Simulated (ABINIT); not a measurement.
# Beyond one shot: GaN (P6_3mc)

How far does self-consistency move the gap of GaN (P6_3mc)?

Calculated with ABINIT 10.8.3; PBE and many-body steps on it, plane waves.

This is a report of a sequence of runs, with most program output left out.

The database entry behind the starting cell differs from later determinations by our own check (about 0.3 % short, ideal inner coordinate), so it need not match the best structure at ambient conditions.

### Step 1. Set-up

The structure is hexagonal, space group P6_3mc (No. 186). The conventional cell has a = 3.180 Å, b = 3.180 Å, c = 5.166 Å, α = 90.00°, β = 90.00°, γ = 120.00°. Nearest to Ga lie 4 N at 1.94 to 1.95 Å. Nearest to N lie 4 Ga at 1.94 to 1.95 Å. Farther neighbours and most contacts between anions are not listed.

Structure file:

```cif
data_structure
_symmetry_space_group_name_H-M 'P 1'
_symmetry_Int_Tables_number 1
_cell_length_a 3.1800
_cell_length_b 3.1800
_cell_length_c 5.1660
_cell_angle_alpha 90.000
_cell_angle_beta 90.000
_cell_angle_gamma 120.000
_cell_volume 45.24
loop_
_atom_site_label
_atom_site_type_symbol
_atom_site_fract_x
_atom_site_fract_y
_atom_site_fract_z
_atom_site_occupancy
Ga1 Ga 0.33333 0.66667 0.00000 1
Ga2 Ga 0.66667 0.33333 0.50000 1
N3 N 0.33333 0.66667 0.37500 1
N4 N 0.66667 0.33333 0.87500 1
```

The cell and positions come from the Crystallography Open Database and are kept as given unless a step says otherwise.

### Step 2. Empty states on the mesh, 3×3×2 mesh, 66 bands

This step: ABINIT 10.8.3; DFT, PBE, plane waves, norm-conserving pseudopotentials.

The sums over transitions need many empty states on a uniform mesh; this step solves for them.

run.abi reads:

```
acell 3*1.0 Angstrom
rprim 
  3.179999999980 0.000000000005 0.000000000000
  -1.589999999994 2.753960784015 0.000000000000
  0.000000000000 0.000000000000 5.166000000000
ntypat 2
znucl 31 7
natom 4
typat 1 1 2 2
xred 
  0.333333333333 0.666666666667 0.000000000000
  0.666666666667 0.333333333333 0.500000000000
  0.333333333333 0.666666666667 0.375000000000
  0.666666666667 0.333333333333 0.875000000000
pp_dirpath "pseudos"
pseudos "Ga.upf, N.upf"
ecut 45
ngkpt 3 3 2
nshiftk 1
shiftk 0 0 0
kptopt 1
chksymbreak 0
iscf -2
irdden 1
istwfk *1
nband 66
nbdbuf 6
tolwfr 1e-09
nstep 60
prtvol 0
indata_prefix "in"
outdata_prefix "out"
tmpdata_prefix "tmp"
```

Launch:

```sh
OMP_NUM_THREADS=1 mpirun -n 6 abinit run.abi > log
```

It took 8.8 s on 6 MPI ranks of AMD EPYC 7B13 (Zen 3), shared host; peak memory 0.46 GiB; 52 s of CPU time.

Numbers from this step:

```yaml
gap: 1.995 eV
k_of_the_valence_top: 0, 0, 0
k_of_the_conduction_bottom: 0, 0, 0
least_direct_gap: 1.995 eV
k_points_computed: 6
lowest_point_of_the_top_converged_band_above_the_valence_top: 39.26 eV
```

On this mesh the gap is 1.995 eV.

The density comes from a self-consistent run that is not shown.

### Step 3. Screening, 3×3×2 mesh, 60 bands, screening to 108.8 eV

The RPA dielectric matrix is built and inverted for each q.

This step: RPA screening on PBE, plane waves, norm-conserving pseudopotentials.

Edit run.abi of step 2 so:

```diff
@@ -22,10 +22,11 @@
 chksymbreak 0
-iscf -2
-irdden 1
 istwfk *1
-nband 66
-nbdbuf 6
-tolwfr 1e-09
-nstep 60
-prtvol 0
+occopt 1
+irdwfk 1
+optdriver 3
+nband 60
+ecuteps 4
+inclvkb 2
+awtr 1
+symchi 1
 indata_prefix "in"
```

Launch:

```sh
OMP_NUM_THREADS=1 mpirun -n 8 abinit run.abi > log
```

It took 7.1 s on 8 MPI ranks; peak memory 1.3 GiB.

Numbers from this step:

| Item | Value |
| --- | --- |
| ε∞ with local fields, on this mesh, along the program's q direction | 9.464 |
| the same without local fields | 10.13 |
| plasma frequency | 39.81 eV |
| plane waves in the screening matrix | 111 |

Local fields lower ε∞ by 7 %. On a Γ-centred mesh this coarse the value itself is usually too large, while a short band sum pulls it down.

### Step 4. G0W0

The self-energy is evaluated for the states that the input lists, and the levels follow from it, in one-shot runs by the linearised quasiparticle equation.

This step: G0W0 on PBE, plane waves, norm-conserving pseudopotentials.

Edit run.abi of step 3 so:

```diff
@@ -25,8 +25,15 @@
 irdwfk 1
-optdriver 3
+optdriver 4
 nband 60
+gwcalctyp 0
+ecutsigx 45
+symsigma 1
+nkptgw 1
+kptgw 
+  0.0000000000 0.0000000000 0.0000000000
+bdgw 
+  25 28
 ecuteps 4
-inclvkb 2
-awtr 1
-symchi 1
+irdscr 1
+ppmodel 1
 indata_prefix "in"
```

It took 3.5 s on 8 MPI ranks; peak memory 0.88 GiB.

Numbers from this step:

| Quantity | Value |
| --- | --- |
| G0W0 gap on the points computed | 2.719 eV |
| starting gap on the mesh | 1.995 eV |
| k of the valence top | 0, 0, 0 |
| k of the conduction bottom | 0, 0, 0 |
| Z at the valence top | 0.797 |
| Z at the conduction bottom | 0.822 |
| least direct G0W0 gap on the computed points | 2.719 eV |

The gap on the mesh goes from 1.99 eV to 2.72 eV, a correction of +0.72 eV.

### Step 5. QSGW, cycle 1

This step: QSGW on PBE, plane waves, norm-conserving pseudopotentials.

Edit run.abi of step 4 so:

```diff
@@ -27,10 +27,20 @@
 nband 60
-gwcalctyp 0
+gwcalctyp 28
 ecutsigx 45
-symsigma 1
-nkptgw 1
+symsigma 0
+nkptgw 6
 kptgw 
   0.0000000000 0.0000000000 0.0000000000
+  0.3333333333 0.0000000000 0.0000000000
+  0.3333333333 0.3333333333 0.0000000000
+  0.0000000000 0.0000000000 0.5000000000
+  0.3333333333 0.0000000000 0.5000000000
+  0.3333333333 0.3333333333 0.5000000000
 bdgw 
-  25 28
+  21 34
+  21 34
+  21 34
+  21 34
+  21 34
+  21 34
 ecuteps 4
@@ -38,2 +48,3 @@
 ppmodel 1
+rhoqpmix 0.3
 indata_prefix "in"
```

Run time: 20 s. Hardware: 8 MPI ranks; peak memory 1.9 GiB; 2.6 min of CPU time.

Numbers from this step:

| Quantity | Value |
| --- | --- |
| quasiparticle gap on the mesh | 2.865 eV |
| gap of the density functional on the mesh | 1.995 eV |
| k of the valence top | 0, 0, 0 |
| k of the conduction bottom | 0, 0, 0 |
| Z at the valence top | 1 |
| Z at the conduction bottom | 1 |
| least direct quasiparticle gap on the computed points | 2.865 eV |

Against G0W0 in ABINIT (3×3×2 mesh, 60 bands, screening to 108.8 eV, Godby-Needs plasmon pole), the gap moves by +0.146 eV.

### Step 6. Screening, 3×3×2 mesh, 60 bands, screening to 108.8 eV

This step: RPA screening on PBE, plane waves, norm-conserving pseudopotentials.

run.abi reads:

```
acell 3*1.0 Angstrom
rprim 
  3.179999999980 0.000000000005 0.000000000000
  -1.589999999994 2.753960784015 0.000000000000
  0.000000000000 0.000000000000 5.166000000000
ntypat 2
znucl 31 7
natom 4
typat 1 1 2 2
xred 
  0.333333333333 0.666666666667 0.000000000000
  0.666666666667 0.333333333333 0.500000000000
  0.333333333333 0.666666666667 0.375000000000
  0.666666666667 0.333333333333 0.875000000000
pp_dirpath "pseudos"
pseudos "Ga.upf, N.upf"
ecut 45
ngkpt 3 3 2
nshiftk 1
shiftk 0 0 0
kptopt 1
chksymbreak 0
istwfk *1
occopt 1
irdwfk 1
optdriver 3
nband 60
ecuteps 4
inclvkb 2
awtr 1
symchi 1
gwcalctyp 28
mbpt_sciss 1.124 eV
nqptdm 1
qptdm 
  0 0 0
indata_prefix "in"
outdata_prefix "out"
tmpdata_prefix "tmp"
```

Wall time 4.4 s (8 MPI ranks); peak memory 0.9 GiB; 34 s of CPU time.

This step gave:

* ε∞ with local fields, on this mesh, along the program's q direction: 7.608
* the same without local fields: 8.055
* plasma frequency: 39.81 eV
* plane waves in the screening matrix: 111

This screening uses the functional's bands under a rigid shift, the mean opening of the cycle before.

### Step 7. Screening, 3×3×2 mesh, 60 bands, screening to 108.8 eV

This step: RPA screening on PBE from quasiparticle energies and orbitals, plane waves, norm-conserving pseudopotentials.

Edit run.abi of step 6 so:

```diff
@@ -31,7 +31,11 @@
 symchi 1
+irdqps 1
 gwcalctyp 28
-mbpt_sciss 1.124 eV
-nqptdm 1
+nqptdm 5
 qptdm 
-  0 0 0
+  0.3333333333 0.0000000000 0.0000000000
+  0.3333333333 0.3333333333 0.0000000000
+  0.0000000000 0.0000000000 0.5000000000
+  0.3333333333 0.0000000000 0.5000000000
+  0.3333333333 0.3333333333 0.5000000000
 indata_prefix "in"
```

mrgscr.stdin reads:

```
2
merged
q0_SCR
out_SCR
1
```

Launch:

```sh
OMP_NUM_THREADS=1 mpirun -n 8 abinit run.abi > log; mrgscr < mrgscr.stdin
```

Elapsed: 4.9 s, on 8 MPI ranks; peak memory 0.91 GiB.

Numbers from this step:

```yaml
plasma_frequency: 39.81 eV
plane_waves_in_the_screening_matrix: 111
```

This screening reads the quasiparticle levels of the cycle before.

### Step 8. QSGW, cycle 2

The corrected levels of the last cycle go back in.

This step: QSGW on PBE, plane waves, norm-conserving pseudopotentials.

Edit run.abi of step 7 so:

```diff
@@ -25,12 +25,10 @@
 irdwfk 1
-optdriver 3
+optdriver 4
 nband 60
-ecuteps 4
-inclvkb 2
-awtr 1
-symchi 1
-irdqps 1
 gwcalctyp 28
-nqptdm 5
-qptdm 
+ecutsigx 45
+symsigma 0
+nkptgw 6
+kptgw 
+  0.0000000000 0.0000000000 0.0000000000
   0.3333333333 0.0000000000 0.0000000000
@@ -40,2 +38,14 @@
   0.3333333333 0.3333333333 0.5000000000
+bdgw 
+  21 34
+  21 34
+  21 34
+  21 34
+  21 34
+  21 34
+ecuteps 4
+irdscr 1
+ppmodel 1
+irdqps 1
+rhoqpmix 0.3
 indata_prefix "in"
```

Launch:

```sh
OMP_NUM_THREADS=1 mpirun -n 8 abinit run.abi > log
```

Run time: 20 s. Hardware: 8 MPI ranks; peak memory 1.9 GiB; 2.6 min of CPU time.

Numbers from this step:

```
quasiparticle gap on the mesh                         : 2.984 eV
gap of the density functional on the mesh             : 1.995 eV
k of the valence top                                  : 0, 0, 0
k of the conduction bottom                            : 0, 0, 0
least direct quasiparticle gap on the computed points : 2.984 eV
```

Against the cycle before, the gap moves by +0.119 eV.

### Step 9. Screening, 3×3×2 mesh, 60 bands, screening to 108.8 eV

This step: RPA screening on PBE, plane waves, norm-conserving pseudopotentials.

run.abi reads:

```
acell 3*1.0 Angstrom
rprim 
  3.179999999980 0.000000000005 0.000000000000
  -1.589999999994 2.753960784015 0.000000000000
  0.000000000000 0.000000000000 5.166000000000
ntypat 2
znucl 31 7
natom 4
typat 1 1 2 2
xred 
  0.333333333333 0.666666666667 0.000000000000
  0.666666666667 0.333333333333 0.500000000000
  0.333333333333 0.666666666667 0.375000000000
  0.666666666667 0.333333333333 0.875000000000
pp_dirpath "pseudos"
pseudos "Ga.upf, N.upf"
ecut 45
ngkpt 3 3 2
nshiftk 1
shiftk 0 0 0
kptopt 1
chksymbreak 0
istwfk *1
occopt 1
irdwfk 1
optdriver 3
nband 60
ecuteps 4
inclvkb 2
awtr 1
symchi 1
gwcalctyp 28
mbpt_sciss 1.259 eV
nqptdm 1
qptdm 
  0 0 0
indata_prefix "in"
outdata_prefix "out"
tmpdata_prefix "tmp"
```

It took 4.6 s on 8 MPI ranks; peak memory 1 GiB; 35 s of CPU time.

This step gave:

```yaml
eps_infinity_with_local_fields_on_this_mesh_along_the_program_s_q_direction: 7.453
the_same_without_local_fields: 7.884
plasma_frequency: 39.81 eV
plane_waves_in_the_screening_matrix: 111
```

This screening uses the functional's bands under a rigid shift, the mean opening of the cycle before.

### Step 10. Screening, 3×3×2 mesh, 60 bands, screening to 108.8 eV

This step: RPA screening on PBE from quasiparticle energies and orbitals, plane waves, norm-conserving pseudopotentials.

Edit run.abi of step 9 so:

```diff
@@ -31,7 +31,11 @@
 symchi 1
+irdqps 1
 gwcalctyp 28
-mbpt_sciss 1.259 eV
-nqptdm 1
+nqptdm 5
 qptdm 
-  0 0 0
+  0.3333333333 0.0000000000 0.0000000000
+  0.3333333333 0.3333333333 0.0000000000
+  0.0000000000 0.0000000000 0.5000000000
+  0.3333333333 0.0000000000 0.5000000000
+  0.3333333333 0.3333333333 0.5000000000
 indata_prefix "in"
```

mrgscr.stdin is that of step 7.

Launch:

```sh
OMP_NUM_THREADS=1 mpirun -n 8 abinit run.abi > log; mrgscr < mrgscr.stdin
```

Elapsed: 5.1 s, on 8 MPI ranks; peak memory 0.89 GiB; 39 s of CPU time.

Numbers from this step:

```yaml
plasma_frequency: 39.81 eV
plane_waves_in_the_screening_matrix: 111
```

This screening reads the quasiparticle levels of the cycle before.

### Step 11. QSGW, cycle 3

This step: QSGW on PBE, plane waves, norm-conserving pseudopotentials.

Edit run.abi of step 10 so:

```diff
@@ -25,12 +25,10 @@
 irdwfk 1
-optdriver 3
+optdriver 4
 nband 60
-ecuteps 4
-inclvkb 2
-awtr 1
-symchi 1
-irdqps 1
 gwcalctyp 28
-nqptdm 5
-qptdm 
+ecutsigx 45
+symsigma 0
+nkptgw 6
+kptgw 
+  0.0000000000 0.0000000000 0.0000000000
   0.3333333333 0.0000000000 0.0000000000
@@ -40,2 +38,14 @@
   0.3333333333 0.3333333333 0.5000000000
+bdgw 
+  21 34
+  21 34
+  21 34
+  21 34
+  21 34
+  21 34
+ecuteps 4
+irdscr 1
+ppmodel 1
+irdqps 1
+rhoqpmix 0.3
 indata_prefix "in"
```

Launch:

```sh
OMP_NUM_THREADS=1 mpirun -n 8 abinit run.abi > log
```

The job ended after 20 s (8 MPI ranks; peak memory 1.9 GiB; 2.6 min of CPU time).

This step gave:

| Property | Result |
| --- | --- |
| quasiparticle gap on the mesh | 3.092 eV |
| gap of the density functional on the mesh | 1.995 eV |
| k of the valence top | 0, 0, 0 |
| k of the conduction bottom | 0, 0, 0 |
| least direct quasiparticle gap on the computed points | 3.092 eV |

Against the cycle before, the gap moves by +0.108 eV.

### Step 12. Screening, 3×3×2 mesh, 60 bands, screening to 108.8 eV

This step: RPA screening on PBE, plane waves, norm-conserving pseudopotentials.

run.abi reads:

```
acell 3*1.0 Angstrom
rprim 
  3.179999999980 0.000000000005 0.000000000000
  -1.589999999994 2.753960784015 0.000000000000
  0.000000000000 0.000000000000 5.166000000000
ntypat 2
znucl 31 7
natom 4
typat 1 1 2 2
xred 
  0.333333333333 0.666666666667 0.000000000000
  0.666666666667 0.333333333333 0.500000000000
  0.333333333333 0.666666666667 0.375000000000
  0.666666666667 0.333333333333 0.875000000000
pp_dirpath "pseudos"
pseudos "Ga.upf, N.upf"
ecut 45
ngkpt 3 3 2
nshiftk 1
shiftk 0 0 0
kptopt 1
chksymbreak 0
istwfk *1
occopt 1
irdwfk 1
optdriver 3
nband 60
ecuteps 4
inclvkb 2
awtr 1
symchi 1
gwcalctyp 28
mbpt_sciss 1.375 eV
nqptdm 1
qptdm 
  0 0 0
indata_prefix "in"
outdata_prefix "out"
tmpdata_prefix "tmp"
```

Wall time 4.4 s (8 MPI ranks); peak memory 1 GiB.

Numbers from this step:

* ε∞ with local fields, on this mesh, along the program's q direction: 7.326
* the same without local fields: 7.745
* plasma frequency: 39.81 eV
* plane waves in the screening matrix: 111

This screening uses the functional's bands under a rigid shift, the mean opening of the cycle before.

### Step 13. Screening, 3×3×2 mesh, 60 bands, screening to 108.8 eV

This step: RPA screening on PBE from quasiparticle energies and orbitals, plane waves, norm-conserving pseudopotentials.

Edit run.abi of step 12 so:

```diff
@@ -31,7 +31,11 @@
 symchi 1
+irdqps 1
 gwcalctyp 28
-mbpt_sciss 1.375 eV
-nqptdm 1
+nqptdm 5
 qptdm 
-  0 0 0
+  0.3333333333 0.0000000000 0.0000000000
+  0.3333333333 0.3333333333 0.0000000000
+  0.0000000000 0.0000000000 0.5000000000
+  0.3333333333 0.0000000000 0.5000000000
+  0.3333333333 0.3333333333 0.5000000000
 indata_prefix "in"
```

mrgscr.stdin is that of step 10.

Launch:

```sh
OMP_NUM_THREADS=1 mpirun -n 8 abinit run.abi > log; mrgscr < mrgscr.stdin
```

Run time: 5.2 s. Hardware: 8 MPI ranks; peak memory 0.91 GiB.

Numbers from this step:

* plasma frequency: 39.81 eV
* plane waves in the screening matrix: 111

This screening reads the quasiparticle levels of the cycle before.

### Step 14. QSGW, cycle 4

This step: QSGW on PBE, plane waves, norm-conserving pseudopotentials.

Edit run.abi of step 13 so:

```diff
@@ -25,12 +25,10 @@
 irdwfk 1
-optdriver 3
+optdriver 4
 nband 60
-ecuteps 4
-inclvkb 2
-awtr 1
-symchi 1
-irdqps 1
 gwcalctyp 28
-nqptdm 5
-qptdm 
+ecutsigx 45
+symsigma 0
+nkptgw 6
+kptgw 
+  0.0000000000 0.0000000000 0.0000000000
   0.3333333333 0.0000000000 0.0000000000
@@ -40,2 +38,14 @@
   0.3333333333 0.3333333333 0.5000000000
+bdgw 
+  21 34
+  21 34
+  21 34
+  21 34
+  21 34
+  21 34
+ecuteps 4
+irdscr 1
+ppmodel 1
+irdqps 1
+rhoqpmix 0.3
 indata_prefix "in"
```

Launch:

```sh
OMP_NUM_THREADS=1 mpirun -n 8 abinit run.abi > log
```

Run time: 20 s. Hardware: 8 MPI ranks; peak memory 1.9 GiB; 2.6 min of CPU time.

Numbers from this step:

- quasiparticle gap on the mesh: 3.163 eV
- gap of the density functional on the mesh: 1.995 eV
- k of the valence top: 0, 0, 0
- k of the conduction bottom: 0, 0, 0
- least direct quasiparticle gap on the computed points: 3.163 eV

Against the cycle before, the gap moves by +0.071 eV.

### Step 15. Screening, 3×3×2 mesh, 60 bands, screening to 108.8 eV

This step: RPA screening on PBE, plane waves, norm-conserving pseudopotentials.

run.abi reads:

```
acell 3*1.0 Angstrom
rprim 
  3.179999999980 0.000000000005 0.000000000000
  -1.589999999994 2.753960784015 0.000000000000
  0.000000000000 0.000000000000 5.166000000000
ntypat 2
znucl 31 7
natom 4
typat 1 1 2 2
xred 
  0.333333333333 0.666666666667 0.000000000000
  0.666666666667 0.333333333333 0.500000000000
  0.333333333333 0.666666666667 0.375000000000
  0.666666666667 0.333333333333 0.875000000000
pp_dirpath "pseudos"
pseudos "Ga.upf, N.upf"
ecut 45
ngkpt 3 3 2
nshiftk 1
shiftk 0 0 0
kptopt 1
chksymbreak 0
istwfk *1
occopt 1
irdwfk 1
optdriver 3
nband 60
ecuteps 4
inclvkb 2
awtr 1
symchi 1
gwcalctyp 28
mbpt_sciss 1.447 eV
nqptdm 1
qptdm 
  0 0 0
indata_prefix "in"
outdata_prefix "out"
tmpdata_prefix "tmp"
```

Elapsed: 4.3 s, on 8 MPI ranks; peak memory 0.97 GiB; 33 s of CPU time.

Numbers from this step:

| Quantity | Value |
| --- | --- |
| ε∞ with local fields, on this mesh, along the program's q direction | 7.251 |
| the same without local fields | 7.662 |
| plasma frequency | 39.81 eV |
| plane waves in the screening matrix | 111 |

This screening uses the functional's bands under a rigid shift, the mean opening of the cycle before.

### Step 16. Screening, 3×3×2 mesh, 60 bands, screening to 108.8 eV

This step: RPA screening on PBE from quasiparticle energies and orbitals, plane waves, norm-conserving pseudopotentials.

Edit run.abi of step 15 so:

```diff
@@ -31,7 +31,11 @@
 symchi 1
+irdqps 1
 gwcalctyp 28
-mbpt_sciss 1.447 eV
-nqptdm 1
+nqptdm 5
 qptdm 
-  0 0 0
+  0.3333333333 0.0000000000 0.0000000000
+  0.3333333333 0.3333333333 0.0000000000
+  0.0000000000 0.0000000000 0.5000000000
+  0.3333333333 0.0000000000 0.5000000000
+  0.3333333333 0.3333333333 0.5000000000
 indata_prefix "in"
```

mrgscr.stdin is that of step 13.

Launch:

```sh
OMP_NUM_THREADS=1 mpirun -n 8 abinit run.abi > log; mrgscr < mrgscr.stdin
```

It took 4.9 s on 8 MPI ranks; peak memory 0.97 GiB.

This step gave:

| Item | Value |
| --- | --- |
| plasma frequency | 39.81 eV |
| plane waves in the screening matrix | 111 |

This screening reads the quasiparticle levels of the cycle before.

(Continued in part 2 of 2.)

[Paths, hosts, dates, memory and timing lines, banners, echoed tables and standing remarks are left out of the program output.]

[Logs are printed without paths, hosts, clocks, repeated set-up lines and the standing remarks that a program may print on its own settings, such as how far it seeks lower states.]

[Runs of the session that timed out or met a known fault of the program may be left out.]

[Hosts, paths, dates, database ids (printed as entryN), source tags and the programs' standing remarks are cut or masked in the printed files.]

[G0W0 gaps are taken among the corrected bands and points alone; a level outside them can change the order at an edge.]

[Where Ansatz stands beside ABINIT at settings called matched, ABINIT's density can come from a denser mesh and the files from another edition; pairs whose starting gaps differed by over 0.03 eV were left out, so agreement reads better than it is.]
